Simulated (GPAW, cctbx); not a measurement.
# Cd2P2Pb: what bonding does to one electron reflection, worked out

Cd2P2Pb, P-3m1 (no. 164), a = 4.3839 Å, b = 4.3839 Å, c = 7.2009 Å, α = 90.00°, β = 90.00°, γ = 120.00°.

| atom | mult. | x | y | z |
| --- | --- | --- | --- | --- |
| Pb1 | 1 | 0 | 0 | 0 |
| Cd1 | 2 | 2/3 | 1/3 | 0.3610 |
| P1 | 2 | 1/3 | 2/3 | 0.2504 |

The start was made by putting kin elements into a known structure type; the compound need not exist, or be stable, in this form.

A DFT run (GPAW, PBE, 450 eV, 6×6×4 k-points (along the axes of the calculation cell), Fermi–Dirac width 0.1 eV) gives the static X-ray structure factor of 102 as 20.664 e for the conventional cell; superposed free atoms give 20.511 e. **Problem.** Find the Fourier component V of the crystal potential and the two-beam extinction distance at 300 kV in both cases, then the holographic phase shift per nanometre.

## 1. Geometry

The cell volume is Ω = 119.85 Å³ and d(102) = 2.6125 Å, so g = 1/d = 0.3828 Å⁻¹.

## 2. The nuclei

Electrons feel nuclei as well as electrons, so the nuclear charges are summed with the same phases.

Phase sums Σ exp(2πi h·x), turned so that the total is real and positive: Pb +1.000, Cd -1.531, P +1.008. Then F_Z = 82 × (+1.000) + 48 × (-1.531) + 15 × (+1.008) = 23.63 e. The electron term has the same sign for this reflection.

## 3. Mott–Bethe

Poisson's equation, term by term, gives V = (e/4πε₀)(F_Z − F)/(πΩg²), with e/4πε₀ = 14.3996 V Å.

The prefactor is 14.3996 × 2.6125²/(π × 119.85) = 0.26102 V per electron. Free atoms: (23.63 − 20.511) × 0.26102 = 0.815 V. Crystal: (23.63 − 20.664) × 0.26102 = 0.775 V. F changes by +0.75 % and V by -4.9 %: the same 0.15 e is measured against F_Z − F = 3.1 e in place of F = 20.5 e.

## 4. Extinction distance

In the two-beam case ξ = 1/(λU) with U = 2γm₀eV/h², that is ξ = 150.41 V Å²/(γλV).

At 300 kV, λ = 0.01969 Å and γ = 1.5871. Free atoms: ξ = 5905 Å. Crystal: ξ = 6209 Å. The thickness fringes go as sin²(πt/ξ), so the two patterns slip by a quarter of a period when t|1/ξ₁ − 1/ξ₀| = 1/4, at t ≈ 3013 nm, thicker than usual samples. Thermal motion, absorption and many-beam coupling, left out here, change a real pattern.

## 5. Phase shift

A slab run (normal [001], unrelaxed) gives a mean inner potential of 15.29 V; free atoms give 16.78 V. The phase shift is φ = C_E V₀ t, with C_E = (2π/λE)(E + m₀c²)/(E + 2m₀c²).

C_E = 6.526 × 10⁻³ rad/(V nm). The shift is 0.0998 rad/nm in the crystal and 0.1095 rad/nm for free atoms. A sample 50 nm thick gives φ = 4.99 rad; read with the free-atom value it would seem 45.6 nm thick.

## 6. Answer

V(102) is 0.78 V against 0.82 V, and ξ is 6209 against 5905 Å. The phase shift is 0.100 rad/nm, and free atoms would misjudge a thickness by -9 %. Limits: static atoms, two beams.
